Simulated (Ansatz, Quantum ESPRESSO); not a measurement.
## SiBi (Pm-3m): phonons by linear response

Aim: the phonon dispersion of SiBi (Pm-3m), checked by a second program.

Program: Quantum ESPRESSO 7.5. Level of theory: DFT LDA, scalar-relativistic, plane waves, PseudoDojo norm-conserving pseudopotentials. Results are calculated unless marked as measured.

Report form: the programs' logs are mostly left out.

The structure was built from a prototype and need not be the compound's stable phase.

## Step 1: The starting structure

The structure is cubic, space group Pm-3m (No. 221). The conventional cell has a = 3.522 Å, b = 3.522 Å, c = 3.522 Å, α = 90.00°, β = 90.00°, γ = 90.00°. Nearest to Bi lie 8 Si at 3.05 Å. Si has 8 Bi at 3.05 Å nearest. Farther neighbours are not listed.

As a file:

```cif
data_structure
_symmetry_space_group_name_H-M 'P 1'
_symmetry_Int_Tables_number 1
_cell_length_a 3.5223
_cell_length_b 3.5223
_cell_length_c 3.5223
_cell_angle_alpha 90.000
_cell_angle_beta 90.000
_cell_angle_gamma 90.000
_cell_volume 43.70
loop_
_atom_site_label
_atom_site_type_symbol
_atom_site_fract_x
_atom_site_fract_y
_atom_site_fract_z
_atom_site_occupancy
Bi1 Bi 0.00000 0.00000 0.00000 1
Si2 Si 0.50000 0.50000 0.50000 1
```

## Step 2: A probe with smearing

Before anything dear is run, a loose run with smearing shows whether this is a metal and how far the cell is from rest.

The input, probe.in:

```
&CONTROL
  calculation = 'scf'
  prefix      = 'x'
  outdir      = './tmp'
  pseudo_dir  = './pseudo'
  tprnfor     = .true.
  tstress     = .true.
  verbosity   = 'high'
/
&SYSTEM
  ibrav       = 1
  celldm(1)   = 6.65619463
  nat         = 2
  ntyp        = 2
  ecutwfc     = 70.0
  occupations = 'smearing'
  smearing    = 'gaussian'
  degauss     = 0.01
/
&ELECTRONS
  conv_thr         = 1.0d-07
  mixing_beta      = 0.7
  electron_maxstep = 100
/
ATOMIC_SPECIES
 Bi    208.9804  Bi.upf
 Si     28.0850  Si.upf
ATOMIC_POSITIONS crystal
 Bi     0.000000000   0.000000000   0.000000000
 Si     0.500000000   0.500000000   0.500000000
K_POINTS automatic
 6 6 6 0 0 0
```

Started as:

```
$ OMP_NUM_THREADS=1 mpirun -n 4 pw.x -nk 4 -in probe.in > probe.out
```

Elapsed: 3 s, on 4 MPI ranks of Arm Neoverse V1, shared host.

Numbers from this step:

- volume per atom: 21.85 Å³
- pressure: 1.972 GPa
- gap on the k-mesh: 0 eV

No gap opens on this mesh, so smearing is kept; the start stands at 2.0 GPa.

## Step 3: Relaxing the cell and atoms

The relaxation runs at a cutoff a fifth above that of the response, since stress converges more slowly with the basis than frequencies do. Forces and stress are brought to rest with tight thresholds.

The input, relax.in:

```
&CONTROL
  calculation   = 'vc-relax'
  prefix        = 'x'
  outdir        = './tmp'
  pseudo_dir    = './pseudo'
  tprnfor       = .true.
  tstress       = .true.
  forc_conv_thr = 2.0d-05
  etot_conv_thr = 1.0d-07
  nstep         = 40
/
&SYSTEM
  ibrav       = 1
  celldm(1)   = 6.65619463
  nat         = 2
  ntyp        = 2
  ecutwfc     = 84
  occupations = 'smearing'
  smearing    = 'mv'
  degauss     = 0.02
/
&ELECTRONS
  conv_thr         = 1.0d-11
  mixing_beta      = 0.7
  electron_maxstep = 100
/
&IONS
/
&CELL
  press_conv_thr = 0.2
/
ATOMIC_SPECIES
 Bi    208.9804  Bi.upf
 Si     28.0850  Si.upf
ATOMIC_POSITIONS crystal
 Bi     0.000000000   0.000000000   0.000000000
 Si     0.500000000   0.500000000   0.500000000
K_POINTS automatic
 10 10 10 0 0 0
```

Started as:

```
$ OMP_NUM_THREADS=1 mpirun -n 4 pw.x -nk 4 -in relax.in > relax.out
```

Elapsed: 48 s, on 4 MPI ranks.

Step by step:

| step | energy less that of the first step (eV) | largest force (eV/Å) | pressure (GPa) | volume (Å³) |
| --- | --- | --- | --- | --- |
| 1 | 0.0000 | 0.0000 | 2.04 | 43.70 |
| 2 | -0.0046 | 0.0000 | 1.19 | 44.16 |
| 3 | -0.0070 | 0.0000 | 0.31 | 44.66 |
| 4 | -0.0072 | 0.0000 | 0.01 | 44.85 |
| 5 | -0.0072 | 0.0000 | 0.00 | 44.85 |
| 6 | -0.0072 | 0.0000 | 0.00 | 44.85 |

| conventional cell, symmetrised | before | after | change |
| --- | --- | --- | --- |
| a (Å) | 3.522 | 3.553 | +0.9 % |
| b (Å) | 3.522 | 3.553 | +0.9 % |
| c (Å) | 3.522 | 3.553 | +0.9 % |
| volume (Å³/atom) | 21.85 | 22.43 | +2.6 % |

Final coordinates:

```
CELL_PARAMETERS angstrom
3.55301 0.00000 0.00000
0.00000 3.55301 0.00000
0.00000 0.00000 3.55301
ATOMIC_POSITIONS crystal
Bi 0.00000 0.00000 0.00000
Si 0.50000 0.50000 0.50000
```

The last row of the table of steps is pw.x's closing run on a basis chosen anew for the final cell, so its energy can jump.

This step gave:

```
volume per atom : 22.43 Å³
pressure        : 0 GPa
```

The volume changes by +2.6 % from the cell with which this run began.

## Step 4: Ground state

The response is built on this ground state, so it is converged far tighter than an energy would need. Smearing stays on, as the first look found no gap above 0.3 eV.

The input, scf.in:

```
&CONTROL
  calculation = 'scf'
  prefix      = 'x'
  outdir      = './tmp'
  pseudo_dir  = './pseudo'
  tprnfor     = .true.
  tstress     = .true.
/
&SYSTEM
  ibrav       = 1
  celldm(1)   = 6.71421127
  nat         = 2
  ntyp        = 2
  ecutwfc     = 70.0
  occupations = 'smearing'
  smearing    = 'mv'
  degauss     = 0.02
/
&ELECTRONS
  conv_thr         = 1.0d-12
  mixing_beta      = 0.7
  electron_maxstep = 100
/
ATOMIC_SPECIES
 Bi    208.9804  Bi.upf
 Si     28.0850  Si.upf
ATOMIC_POSITIONS crystal
 Bi     0.000000000   0.000000000   0.000000000
 Si     0.500000000   0.500000000   0.500000000
K_POINTS automatic
 10 10 10 0 0 0
```

Started as:

```
$ OMP_NUM_THREADS=1 mpirun -n 4 pw.x -nk 4 -in scf.in > scf.out
```

It took 9 s on 4 MPI ranks; 36 s of CPU time.

Numbers from this step:

```yaml
pressure: -0.004 GPa
```

The cell stands at -0.004 GPa, close enough for phonons.

## Step 5: Linear response on the mesh

Linear response treats each wavevector in the unit cell, with no supercell; the 2×2×2 mesh fixes the range of the force constants to be had.

The input, ph.in:

```
phonons
&INPUTPH
  prefix       = 'x'
  outdir       = './tmp'
  fildyn       = 'x.dyn'
  tr2_ph       = 1.0d-18
  alpha_mix(1) = 0.4
  nmix_ph      = 8
  ldisp        = .true.
  nq1          = 2
  nq2          = 2
  nq3          = 2
/
```

Started as:

```
$ OMP_NUM_THREADS=1 mpirun -n 4 ph.x -nk 4 -in ph.in > ph.out
```

Elapsed: 14 min, on 4 MPI ranks.

This step gave:

```yaml
largest_acoustic_frequency_at_the_zone_centre_before_the_sum_rule: -1.29 cm⁻¹
highest_optical_zone_centre_mode_no_lo_to_term: 122.0 cm⁻¹
lowest_optical_zone_centre_mode: 122.0 cm⁻¹
lowest_mode_on_the_q_mesh_acoustic_ones_at_the_zone_centre_apart: -40.77 cm⁻¹
```

Frequencies (cm⁻¹) at each irreducible wavevector; negative means imaginary. Frequencies by wavevector:

| q (fractions) | star | mode 1 | mode 2 | mode 3 | mode 4 | mode 5 | mode 6 |
| --- | --- | --- | --- | --- | --- | --- | --- |
| 0 0 0 | 1 | -1.29 | -1.29 | -1.29 | 122 | 122 | 122 |
| 0 0 -0.5 | 3 | 39.19 | 39.19 | 83.8 | 133 | 133 | 144.6 |
| 0 -0.5 -0.5 | 3 | -40.77 | -24.97 | -24.97 | 47.61 | 102.3 | 102.3 |
| -0.5 -0.5 -0.5 | 1 | 73.69 | 73.69 | 73.69 | 104.6 | 104.6 | 104.6 |

The acoustic modes at Γ come out as far as 1.3 cm⁻¹ from zero, where they should vanish, a small numerical error.

## Step 6: Fourier transform to real space

The dynamical matrices of the mesh are Fourier-transformed to force constants in real space.

The input, q2r.in:

```
&INPUT
  fildyn = 'x.dyn'
  zasr   = 'simple'
  flfrc  = 'x.fc'
/
```

Started as:

```
$ q2r.x < q2r.in > q2r.out
```

The job ended after 0.46 s (1 thread).

## Step 7: Interpolated phonon bands

From the force constants any wavevector is cheap; points of the mesh come back as solved, but for the sum rule and, in polar crystals, the LO-TO term at Γ; the rest is interpolation.

The input, matdyn.in:

```
&INPUT
  asr              = 'simple'
  flfrc            = 'x.fc'
  flfrq            = 'x.freq'
  flvec            = 'x.modes'
  q_in_band_form   = .true.
  q_in_cryst_coord = .true.
/
8
  0.0000000   0.0000000   0.0000000  12  ! GAMMA
  0.0000000   0.5000000   0.0000000  12  ! X
  0.5000000   0.5000000   0.0000000  12  ! M
  0.0000000   0.0000000   0.0000000  12  ! GAMMA
  0.5000000   0.5000000   0.5000000  12  ! R
  0.0000000   0.5000000   0.0000000   1  ! X
  0.5000000   0.5000000   0.5000000  12  ! R
  0.5000000   0.5000000   0.0000000   1  ! M
```

Started as:

```
$ matdyn.x -in matdyn.in > matdyn.out
```

Elapsed: 0.47 s, on 1 thread.

Numbers from this step:

- lowest frequency on the path: -40.75 cm⁻¹

Matdyn.x, sum rule simple. Phonon branches along the path, in cm⁻¹:

| point | branch 1 | branch 2 | branch 3 | branch 4 | branch 5 | branch 6 |
| --- | --- | --- | --- | --- | --- | --- |
| Γ | 0 | 0 | 0 | 122 | 122 | 122 |
| halfway | 29 | 29 | 60 | 127 | 127 | 134 |
| X | 39 | 39 | 84 | 133 | 133 | 145 |
| halfway | -8 | 44 | 63 | 100 | 115 | 119 |
| M | -41 | -25 | -25 | 48 | 102 | 102 |
| halfway | 18 | 41 | 62 | 115 | 119 | 128 |
| Γ | 0 | 0 | 0 | 122 | 122 | 122 |
| halfway | 43 | 43 | 52 | 110 | 114 | 114 |
| R | 74 | 74 | 74 | 105 | 105 | 105 |
| halfway | 31 | 51 | 56 | 94 | 107 | 109 |
| X | 39 | 39 | 84 | 133 | 133 | 145 |
| jump to R | 74 | 74 | 74 | 105 | 105 | 105 |
| halfway | 43 | 50 | 50 | 81 | 103 | 103 |
| M | -41 | -25 | -25 | 48 | 102 | 102 |

Lowest modes at the softest wavevector of the mesh; phase exp(i q.(R + tau)). Modes at q = (0.500, 0.000, 0.500), with each element's share of the kinetic energy (negative means imaginary):

| mode | frequency (cm⁻¹) | Bi % | Si % |
| --- | --- | --- | --- |
| 1 | -40.8 | 100 | 0 |
| 2 | -25.0 | 48 | 52 |
| 3 | -25.0 | 48 | 52 |
| 4 | 47.6 | 0 | 100 |
| 5 | 102.3 | 52 | 48 |
| 6 | 102.3 | 52 | 48 |

Displacements in mode 1 (-40.8 cm⁻¹), the largest set to 1, in the home cell:
```
Bi1 0.00 1.00 0.00
Si2 0.00 0.00 0.00
```

Displacements in mode 5 (102.3 cm⁻¹), the largest set to 1, in the home cell:
```
Bi1  0.00  0.00  0.38
Si2 -1.00  0.00  0.00
```

Force constants by pair (phonopy on the run's constants); pairs near half the supercell's span include their periodic images. Pair force constants, by row:

| atom | neighbour | distance (Å) | third of the trace (eV/Å²) | along the pair's line (eV/Å²) |
| --- | --- | --- | --- | --- |
| Bi1 | itself | 0 | 2.498 | – |
| Bi1 | Si | 3.077 | -0.1694 | -0.5593 |
| Bi1 | Bi | 3.553 | -0.3082 | -1.889 |
| Bi1 | Bi | 5.025 | 0.0887 | 0.1761 |
| Bi1 | Bi | 6.154 | -0.4845 | -0.4845 |
| Si2 | itself | 0 | 1.187 | – |
| Si2 | Bi | 3.077 | -0.1694 | -0.5593 |
| Si2 | Si | 3.553 | 0.2206 | 0.1244 |
| Si2 | Si | 5.025 | 0.0187 | 0.0116 |
| Si2 | Si | 6.154 | -0.5493 | -0.5493 |

Mode patterns, pair constants, displacements and means over the zone were worked out by phonopy from the force constants of q2r.x.

The path dips to 41i cm⁻¹.

## Step 8: Density of states

Sums over the zone need many more wavevectors than were solved, so the interpolation is sampled on a dense mesh.

The input, matdyn.in:

```
&INPUT
  asr    = 'simple'
  flfrc  = 'x.fc'
  dos    = .true.
  fldos  = 'x.dos'
  nk1    = 13
  nk2    = 13
  nk3    = 13
  deltaE = 0.3
/
```

Started as:

```
$ matdyn.x -in matdyn.in > matdyn.out
```

Run time: 3.8 s. Hardware: 1 thread.

Numbers from this step:

```yaml
share_of_modes_beyond_3i_cm_minus1_on_the_dense_interpolated_mesh: 0.0257
```

The phonon density of states has structure finer than the step of the table below, so its rows give means over 5 cm⁻¹, whole bins alone (the curve runs from -39.6 to 144 cm⁻¹). Peaks (cm⁻¹: height): total 42.0: 0.120, 54.0: 0.0645, 104.4: 0.187, 123.6: 0.112; Bi 42.0: 0.104, 54.0: 0.0518, 104.4: 0.0505; Si 104.4: 0.136, 123.6: 0.104.

Tetrahedra. The phonon density of states by wavenumber; means over each step; values in 1/cm⁻¹/cell:

| wavenumber (cm⁻¹) | total | Bi | Si |
| --- | --- | --- | --- |
| -35 | 0.00330 | 0.00328 | 2.0e-5 |
| -30 | 0.00423 | 0.00418 | 5.0e-5 |
| -25 | 0.00470 | 0.00462 | 7.1e-5 |
| -20 | 0.00460 | 0.00444 | 1.7e-4 |
| -15 | 0.00449 | 0.00414 | 3.5e-4 |
| -10 | 0.00457 | 0.00412 | 4.5e-4 |
| -5 | 0.00476 | 0.00427 | 4.9e-4 |
| 0 | 0.00534 | 0.00473 | 6.1e-4 |
| 5 | 0.00614 | 0.00539 | 7.5e-4 |
| 10 | 0.00749 | 0.00653 | 9.7e-4 |
| 15 | 0.0111 | 0.00979 | 0.00134 |
| 20 | 0.0206 | 0.0185 | 0.00206 |
| 25 | 0.0383 | 0.0347 | 0.00361 |
| 30 | 0.0576 | 0.0519 | 0.00563 |
| 35 | 0.0586 | 0.0515 | 0.00713 |
| 40 | 0.0844 | 0.0730 | 0.0114 |
| 45 | 0.0657 | 0.0560 | 0.00969 |
| 50 | 0.0373 | 0.0299 | 0.00747 |
| 55 | 0.0578 | 0.0470 | 0.0108 |
| 60 | 0.0508 | 0.0431 | 0.00770 |
| 65 | 0.0367 | 0.0305 | 0.00617 |
| 70 | 0.0240 | 0.0183 | 0.00572 |
| 75 | 0.0162 | 0.0101 | 0.00608 |
| 80 | 0.0133 | 0.00564 | 0.00764 |
| 85 | 0.0110 | 4.9e-4 | 0.0105 |
| 90 | 0.0174 | 3.8e-4 | 0.0170 |
| 95 | 0.0235 | 8.0e-4 | 0.0227 |
| 100 | 0.0258 | 0.00290 | 0.0229 |
| 105 | 0.120 | 0.0318 | 0.0887 |
| 110 | 0.0762 | 0.0139 | 0.0623 |
| 115 | 0.0673 | 0.00795 | 0.0593 |
| 120 | 0.0741 | 0.00581 | 0.0683 |
| 125 | 0.0924 | 0.00663 | 0.0858 |
| 130 | 0.0486 | 0.00348 | 0.0451 |
| 135 | 0.0144 | 7.1e-4 | 0.0137 |
| 140 | 0.00634 | 1.3e-4 | 0.00621 |

## Step 9: Modes with the sum rule

A rigid shift of the crystal must cost nothing, but grids and finite bases break this; the acoustic sum rule is imposed before the matrix is diagonalised again.

The input, dynmat.in:

```
&INPUT
  fildyn = 'x.dyn1'
  asr    = 'simple'
  fileig = 'dynmat.eig'
/
```

Started as:

```
$ dynmat.x -in dynmat.in > dynmat.out
```

The job ended after 0.46 s (1 thread).

Unit eigenvectors of the mass-weighted matrix after the sum rule; no LO-TO term. The modes at Γ (shares of kinetic energy by element, %):

| mode | frequency (cm⁻¹) | symmetry | Bi % | Si % |
| --- | --- | --- | --- | --- |
| 1 | 0.0 | acoustic | 88 | 12 |
| 2 | 0.0 | acoustic | 88 | 12 |
| 3 | 0.0 | acoustic | 88 | 12 |
| 4 | 122.0 | T1u | 12 | 88 |
| 5 | 122.0 | T1u | 12 | 88 |
| 6 | 122.0 | T1u | 12 | 88 |

Displacements in mode 4 (122.0 cm⁻¹), the largest set to 1:
```
Bi1 -0.13  0.00  0.00
Si2  1.00  0.00  0.00
```

The rule moves no optical mode by more than 0.1 cm⁻¹.

## Step 10: Sum rules set otherwise (asr no)

Without the rule the raw error of the acoustic modes shows.

The input, dynmat.in:

```
&INPUT
  fildyn = 'x.dyn1'
  asr    = 'no'
  fileig = 'dynmat.eig'
/
```

Started as:

```
$ dynmat.x -in dynmat.in > dynmat.out
```

The job ended after 0.46 s (1 thread).

Zone-centre frequencies as printed; negative means imaginary. Modes:

| mode | frequency (cm⁻¹) |
| --- | --- |
| 1 | -1.29 |
| 2 | -1.29 |
| 3 | -1.29 |
| 4 | 122 |
| 5 | 122 |
| 6 | 122 |

Against the first rule no mode moves by more than 1.3 cm⁻¹.

## Step 11: Sum rules set otherwise: a sum rule for molecules or wires on a crystal

This rule also removes rotations, which suits molecules and not a crystal; it is tried to see the harm.

The input, dynmat.in:

```
&INPUT
  fildyn = 'x.dyn1'
  asr    = 'zero-dim'
  fileig = 'dynmat.eig'
/
```

Started as:

```
$ dynmat.x -in dynmat.in > dynmat.out
```

Wall time 0.46 s (1 thread).

The program raised no error, yet the settings are not those of a careful run.

The fault: a sum rule for molecules or wires on a crystal; 2 optical modes are projected out to zero frequency, as if they were rotations.

For a crystal the rule has to be 'simple' or 'crystal'.

Zone-centre frequencies as printed; negative means imaginary. Modes:

| mode | frequency (cm⁻¹) |
| --- | --- |
| 1 | 0 |
| 2 | 0 |
| 3 | 0 |
| 4 | 0 |
| 5 | 0 |
| 6 | 122 |

## Step 12: The dispersion under another sum rule (asr no)

The sum rule corrects the force constants themselves, so it can shift branches at any wavevector, low ones most.

The input, matdyn.in:

```
&INPUT
  asr              = 'no'
  flfrc            = 'x.fc'
  flfrq            = 'x.freq'
  flvec            = 'x.modes'
  q_in_band_form   = .true.
  q_in_cryst_coord = .true.
/
8
  0.0000000   0.0000000   0.0000000   8  ! GAMMA
  0.0000000   0.5000000   0.0000000   8  ! X
  0.5000000   0.5000000   0.0000000   8  ! M
  0.0000000   0.0000000   0.0000000   8  ! GAMMA
  0.5000000   0.5000000   0.5000000   8  ! R
  0.0000000   0.5000000   0.0000000   1  ! X
  0.5000000   0.5000000   0.5000000   8  ! R
  0.5000000   0.5000000   0.0000000   1  ! M
```

Started as:

```
$ matdyn.x -in matdyn.in > matdyn.out
```

The job ended after 0.46 s (1 thread).

Numbers from this step:

```
lowest frequency on the path : -40.77 cm⁻¹
```

At the labelled points the branches move by no more than 1.4 cm⁻¹.

## Step 13: A second program

The same cell goes through another code at the same cutoff. The files are of one family, but Ansatz's library holds files of its own making for some heavy elements, so those for Bi may differ. Its k mesh is centred on Γ.

This step: DFT LDA, scalar-relativistic, plane waves, norm-conserving pseudopotentials of its library (PseudoDojo's, some remade) (Ansatz 0.2.0).

The input, input.yaml:

```yaml
crystal:
  lattice:
    - [3.5530075953, 0.0, 0.0]
    - [0.0, 3.5530075953, 0.0]
    - [0.0, 0.0, 3.5530075953]
  atoms:
    - { symbol: Bi, position: [0.0, 0.0, 0.0] }
    - { symbol: Si, position: [0.5, 0.5, 0.5] }
kpoints:
  mp_grid: { grid: [10, 10, 10] }
hamiltonian:
  xc: lda
  pseudopotentials: { kind: nc, accuracy: standard }
scf:
  occupations: { method: cold, width: 0.27211 }
output:
  eigenvalues: true
basis:
  ecutwfc: 952.399
phonons:
  method: dfpt
  qmesh: [2, 2, 2]
  temperatures: { t_max: 1000, t_step: 50 }
  qpath:
    path:
      - [[0.0, 0.0, 0.0], [0.0, 0.5, 0.0], [0.5, 0.5, 0.0], [0.0, 0.0, 0.0], [0.5, 0.5, 0.5], [0.0, 0.5, 0.0]]
      - [[0.5, 0.5, 0.5], [0.5, 0.5, 0.0]]
    npoints: 12
```

Started as:

```
$ ansatz run input.yaml --threads 4 --pin off --max-ram 8192MiB --backend cpu --events-out ev --progress --plain --runs-dir out
```

Wall time 56 s (4 threads); peak memory 1.1 GiB; 3.6 min of CPU time.

Numbers from this step:

```yaml
sum_rule_residual_before_enforcement: 4.96e-5 eV/Å²
lowest_frequency_on_the_path: -40.84 cm⁻¹
share_of_modes_beyond_3i_cm_minus1_on_the_dense_interpolated_mesh: 0.0326
highest_optical_zone_centre_mode_no_lo_to_term: 120.8 cm⁻¹
lowest_optical_zone_centre_mode: 120.8 cm⁻¹
lowest_mode_on_the_q_mesh_acoustic_ones_at_the_zone_centre_apart: -40.84 cm⁻¹
```

## Step 14: The two compared: QE PseudoDojo and Ansatz, library NC

Numbers from this step:

```yaml
root_mean_square_difference: 1.22 cm⁻¹
largest_difference: 2.02 cm⁻¹
root_mean_square_difference_on_the_path: 1.2 cm⁻¹
largest_difference_on_the_path: 6 cm⁻¹
```

The 12 of 21 modes that differ most. Frequencies side by side:

| q (reciprocal lattice) | mode | QE PseudoDojo (cm⁻¹) | Ansatz, library NC (cm⁻¹) |
| --- | --- | --- | --- |
| 0 0 0 | 4 | 122 | 120.8 |
| 0 0 0 | 5 | 122 | 120.8 |
| 0 0 0 | 6 | 122 | 120.8 |
| 0 0 -0.5 | 4 | 133 | 132 |
| 0 0 -0.5 | 5 | 133 | 132 |
| 0 -0.5 -0.5 | 2 | -24.97 | -25.94 |
| 0 -0.5 -0.5 | 4 | 47.61 | 45.92 |
| 0 -0.5 -0.5 | 5 | 102.3 | 100.3 |
| 0 -0.5 -0.5 | 6 | 102.3 | 100.3 |
| -0.5 -0.5 -0.5 | 4 | 104.6 | 103 |
| -0.5 -0.5 -0.5 | 5 | 104.6 | 103 |
| -0.5 -0.5 -0.5 | 6 | 104.6 | 103 |

At the solved wavevectors the largest difference (acoustic modes at Γ apart) is 1 % of the highest mode (on the interpolated path 4 %).

## Step 15: Outcome

* space group after relaxation: Pm-3m
* volume per atom: 22.4 Å³
* highest optical zone-centre mode (no LO-TO term): 122.0 cm⁻¹
* q mesh: 2×2×2
* lowest mode on the q mesh (acoustic ones at the zone centre apart): -40.8 cm⁻¹
* imaginary modes on the q mesh: yes
* largest difference from Ansatz, library NC: 2.02 cm⁻¹

In words: SiBi (Pm-3m) is unstable: a mode solved on the 2×2×2 mesh is imaginary, 41i cm⁻¹; its spectrum reaches 145 cm⁻¹. At the LDA level the optical modes of SiBi (Pm-3m) at the zone centre lie at 122 cm⁻¹. The most unstable solved mode lies at q = (0, -0.5, -0.5), on the zone boundary, so the distortion that it points to doubles the cell. QE PseudoDojo and Ansatz, library NC differ by 1.2 cm⁻¹ in the root mean square and by 2.0 cm⁻¹ at most, 1.4 % of the highest mode compared (acoustic modes at Γ left out; ph.x's values are those before the sum rule); the two use different potentials, and the cell was not relaxed for the second set. Their interpolated bands part by up to 6 cm⁻¹. These are harmonic frequencies at zero temperature: anharmonic shifts and linewidths and thermal expansion are left out. Spin-orbit coupling is left out, which can matter for the heavy elements here. In a metal the frequencies hang on the k mesh and the smearing, most of all near Kohn anomalies. The runs are without spin polarisation, although the cell has an odd electron count or an open d or f shell, so a magnetic state was not tested. The total energies of the two programs lie far apart, so at least one potential file in Ansatz's library differs from the published one read by the first program. The q mesh stands for a supercell only 7.1 Å across, so branches between the solved wavevectors are rough. The structure is a hypothetical one, built on a prototype.

[Host names and launcher messages were left out of these logs when they were recorded.]

[Logs are printed without paths, hosts, clocks, repeated set-up lines and the standing remarks that a program may print on its own settings, such as how far it seeks lower states.]

[Hosts, paths, dates, database ids (printed as entryN), source tags and the programs' standing remarks are cut or masked in the printed files.]
